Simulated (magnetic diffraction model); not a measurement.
# Magnetic neutron pattern of Sr2YCrO5

Space group Ima2 (no. 46), a = 16.5090 Å, b = 5.7780 Å, c = 5.6310 Å.

| site | atom | x | y | z |
| --- | --- | --- | --- | --- |
| 4b | Y | 3/4 | 0.4641 | 0.4595 |
| 8c | Sr | 0.9036 | 0.9776 | 0.5055 |
| 4a | Cr | 0 | 0 | 0.0144 |
| 8c | O | 0.5171 | 0.2351 | 0.7619 |
| 8c | O | 0.6255 | 0.5690 | 0.5327 |
| 4b | O | 3/4 | 0.4175 | 0.0528 |

The compound is invented for this exercise: a known structure type with other elements, its cell scaled to their sizes and not relaxed.

Only Cr is taken to order (form factors of Cr3+); orders and moment sizes are assumed, and not adapted to the symmetry. Radiation: neutrons of λ = 2.36 Å, 5° to 55°; isotropic B of 0.56 Å² (Y), 0.64 Å² (Sr), 0.7 Å² (Cr) and 1.01 Å² (O). The intensities are simulated: I ∝ L Σ (|F_N|² + |F_M⊥|²) for unpolarised neutrons, with F_M = 2.695 fm/μB × Σ f(s) S exp(2πi Q·r) exp(−B s²) at Q = H ± k (one set where k and −k are equivalent), only the part normal to Q counting and L = 1/(sin²θ cos θ). For collinear order S is the moment m, which repeats by lattice and centring translations R with the sign exp(−2πi k·R). Form factors are spin-only for 3d ions and dipole or tabulated for f ions, scattering lengths are Sears's of 1992, and absorption is left out. A label names one of the reflections at its angle. The strongest nuclear line in the range is 100, and lines under 0.2 are left out.

Assume the order k = (0 1/2 1/2), collinear moments along [001], 2.31 μB on Cr; signs + at (0, 0, 0.0144), + at (0, 1/2, 0.5144).

Q: Where does magnetic intensity appear, and how strong is it?

```tsv
2θ (°)	index	nuclear	magnetic
16.44	(2 0 0)	40.0	0.0
18.74	(1 1/2 -1/2)	0.0	32.2
24.99	(1 1 0)	1.4	0.0
30.09	(3 1/2 -1/2)	0.0	15.7
33.23	(4 0 0)	8.0	0.0
34.03	(0 1 1)	6.8	0.0
34.45	(3 1 0)	18.9	0.0
38.01	(2 1 1)	17.4	0.0
38.73	(1 3/2 1/2)	0.0	9.0
39.53	(1 1/2 3/2)	0.0	1.3
45.43	(5 1/2 -1/2)	0.0	6.0
45.70	(3 3/2 1/2)	0.0	5.9
46.40	(3 1/2 3/2)	0.0	2.2
48.21	(0 2 0)	70.0	0.0
48.30	(4 1 1)	40.7	0.0
48.61	(5 1 0)	48.0	0.0
49.56	(0 0 2)	100.0	0.0
50.79	(6 0 0)	19.7	0.0
51.28	(2 2 0)	37.1	0.0
52.57	(2 0 2)	43.6	0.0
52.81	(1 3/2 -3/2)	0.0	2.1
```

The strongest magnetic line in the range is (1 1/2 -1/2) at 18.74° (32.2). On top of the Lorentz factor, which all lines share, magnetic lines fade with angle because f falls: for Cr3+ it is 0.90, 0.67, 0.42 and 0.11 at sin θ/λ = 0.1, 0.2, 0.3 and 0.5 Å⁻¹, while nuclear lengths stay constant. The order has no net moment.

[Logs are printed without paths, hosts, clocks, repeated set-up lines and the standing remarks that a program may print on its own settings, such as how far it seeks lower states.]
